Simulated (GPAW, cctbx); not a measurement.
# ScTl2Pb2: what bonding does to one electron reflection, worked out

ScTl2Pb2, P-3m1 (no. 164), a = 4.8771 Å, b = 4.8771 Å, c = 7.9042 Å, α = 90.00°, β = 90.00°, γ = 120.00°.

```
atom  mult.    x    y       z
 Pb1      2  2/3  1/3  0.8448
 Tl1      2  2/3  1/3  0.3609
 Sc1      1    0    0       0
```

The start was made by putting kin elements into a known structure type; the compound need not exist, or be stable, in this form.

A DFT run (GPAW, PBE, 450 eV, 6×6×3 k-points (along the axes of the calculation cell), Fermi–Dirac width 0.1 eV) gives the static X-ray structure factor of 001 as 8.135 e for the conventional cell; superposed free atoms give 7.966 e. **Problem.** Find the Fourier component V of the crystal potential and the two-beam extinction distance at 300 kV in both cases, then the holographic phase shift per nanometre.

### 1. Geometry

The cell volume is Ω = 162.82 Å³ and d(001) = 7.9042 Å, so g = 1/d = 0.1265 Å⁻¹.

### 2. The nuclei

Electrons feel nuclei as well as electrons, so the nuclear charges are summed with the same phases.

Phase sums Σ exp(2πi h·x), turned so that the total is real and positive: Pb +1.122, Tl -1.284, Sc +1.000. Then F_Z = 82 × (+1.122) + 81 × (-1.284) + 21 × (+1.000) = 9.02 e. The electron term has the same sign for this reflection.

### 3. Mott–Bethe

Poisson's equation, term by term, gives V = (e/4πε₀)(F_Z − F)/(πΩg²), with e/4πε₀ = 14.3996 V Å.

The prefactor is 14.3996 × 7.9042²/(π × 162.82) = 1.75877 V per electron. Free atoms: (9.02 − 7.966) × 1.75877 = 1.861 V. Crystal: (9.02 − 8.135) × 1.75877 = 1.564 V. F changes by +2.12 % and V by -16.0 %: the same 0.17 e is measured against F_Z − F = 1.1 e in place of F = 8.0 e.

### 4. Extinction distance

In the two-beam case ξ = 1/(λU) with U = 2γm₀eV/h², that is ξ = 150.41 V Å²/(γλV).

At 300 kV, λ = 0.01969 Å and γ = 1.5871. Free atoms: ξ = 2586 Å. Crystal: ξ = 3078 Å. The thickness fringes go as sin²(πt/ξ), so the two patterns slip by a quarter of a period when t|1/ξ₁ − 1/ξ₀| = 1/4, at t ≈ 405 nm. Thermal motion, absorption and many-beam coupling, left out here, change a real pattern.

### 5. Phase shift

A slab run (normal [001], unrelaxed) gives a mean inner potential of 15.81 V; free atoms give 17.71 V. The phase shift is φ = C_E V₀ t, with C_E = (2π/λE)(E + m₀c²)/(E + 2m₀c²).

C_E = 6.526 × 10⁻³ rad/(V nm). The shift is 0.1032 rad/nm in the crystal and 0.1156 rad/nm for free atoms. A sample 50 nm thick gives φ = 5.16 rad; read with the free-atom value it would seem 44.6 nm thick.

### 6. Answer

V(001) is 1.56 V against 1.86 V, and ξ is 3078 against 2586 Å. The phase shift is 0.103 rad/nm, and free atoms would misjudge a thickness by -11 %. Limits: static atoms, two beams.

[Outputs are excerpts: Python notices, other lines and further rows are left out; steps that failed or that the build refused (PBEsol, TPSS) are not shown.]

[Logs are printed without paths, hosts, clocks, repeated set-up lines and the standing remarks that a program may print on its own settings, such as how far it seeks lower states.]
